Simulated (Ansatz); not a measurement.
Planning a run of Ansatz 0.2.0 on Sn2S3 (Ottemannite). The input:

```yaml
crystal:
  lattice:
    - [8.878, 0.0, 0.0]
    - [0.0, 3.751, 0.0]
    - [0.0, 0.0, 14.02]
  atoms:
    - { symbol: Sn, position: [0.16494, 0.25, 0.05195] }
    - { symbol: Sn, position: [0.33506, 0.75, 0.55195] }
    - { symbol: Sn, position: [0.66494, 0.25, 0.44805] }
    - { symbol: Sn, position: [0.83506, 0.75, 0.94805] }
    - { symbol: Sn, position: [0.48509, 0.75, 0.16936] }
    - { symbol: Sn, position: [0.01491, 0.25, 0.66936] }
    - { symbol: Sn, position: [0.98509, 0.75, 0.33064] }
    - { symbol: Sn, position: [0.51491, 0.25, 0.83064] }
    - { symbol: S, position: [0.98047, 0.75, 0.1064] }
    - { symbol: S, position: [0.51953, 0.25, 0.6064] }
    - { symbol: S, position: [0.48047, 0.75, 0.3936] }
    - { symbol: S, position: [0.01953, 0.25, 0.8936] }
    - { symbol: S, position: [0.33879, 0.75, 0.99524] }
    - { symbol: S, position: [0.16121, 0.25, 0.49524] }
    - { symbol: S, position: [0.83879, 0.75, 0.50476] }
    - { symbol: S, position: [0.66121, 0.25, 0.00476] }
    - { symbol: S, position: [0.28631, 0.25, 0.21246] }
    - { symbol: S, position: [0.21369, 0.75, 0.71246] }
    - { symbol: S, position: [0.78631, 0.25, 0.28754] }
    - { symbol: S, position: [0.71369, 0.75, 0.78754] }
kpoints:
  mp_grid: { grid: [4, 6, 2] }
hamiltonian:
  xc: r2scan
scf:
  occupations: { method: fixed }
  n_extra_bands: 320
output:
  optics: { e_range: [0, 25], de: 0.1, sigma: 0.2 }
```

```sh
ansatz run input.yaml --threads 24 --pin off --max-ram 82944MiB --backend cuda --events-out ev --progress --plain --runs-dir out --devices 1 --max-vram 78GiB
```

**Question.** Estimate wall time and host memory on 1 × NVIDIA GB200 (shared by 2 runs) with 24 threads of Arm Neoverse V2, shared host.

It took 35 s; on shared hardware allow 17 s to 69 s. Peak host memory was 11 GiB.

[Paths, hosts, dates, memory and timing lines, banners, echoed tables and standing remarks are left out of the program output.]

[Logs are printed without paths, hosts, clocks, repeated set-up lines and the standing remarks that a program may print on its own settings, such as how far it seeks lower states.]

[Runs of the session that timed out or met a known fault of the program may be left out.]

[Cells called generated may have been cut or substituted from an entry of the Crystallography Open Database or the Materials Project.]

[Hosts, paths, dates, database ids (printed as entryN), source tags and the programs' standing remarks are cut or masked in the printed files.]
